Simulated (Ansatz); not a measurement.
# r2SCAN work function of a third face of Cu from its PBE value

PBE and r2SCAN are run on the same slabs. If the two track each other from face to face, two faces calibrate the third.

How it was computed: Ansatz 0.2.0, plane waves with PAW datasets (its set soft_2) at their recommended cutoffs; symmetric slabs of 7 layers cut at the tabulated experimental lattice constant, atoms at bulk places, 18 Å of vacuum, k-spacing 0.16 Å⁻¹ (2π included), Fermi-Dirac smearing of 0.1 eV, SCF threshold 1e-9 eV. The work function is the vacuum level less the Fermi level.

```
    run  PBE (eV)  r2SCAN (eV)
Cu(110)     4.317        4.298
Cu(100)     4.541            ?
Cu(111)     4.815        4.848
```

Q: Estimate the withheld value from the rows shown.

Two rows fix a line: slope = (4.848 − 4.298) / (4.815 − 4.317) = 1.1044, intercept −0.4697. At 4.541 it gives 1.1044 × 4.541 + (−0.4697) = 4.545 eV. Rounding of the rows alone allows about ±0.001 eV there; two rows can't show whether the line holds.

The run itself gives 4.543 eV: a miss of −0.002 eV. The plain offset, r2SCAN less PBE, runs from −0.019 to +0.033 eV over the three faces.

Caveats: Unrelaxed, unreconstructed faces at one geometry; neither value is a test against experiment.

[Logs are printed without paths, hosts, clocks, repeated set-up lines and the standing remarks that a program may print on its own settings, such as how far it seeks lower states.]
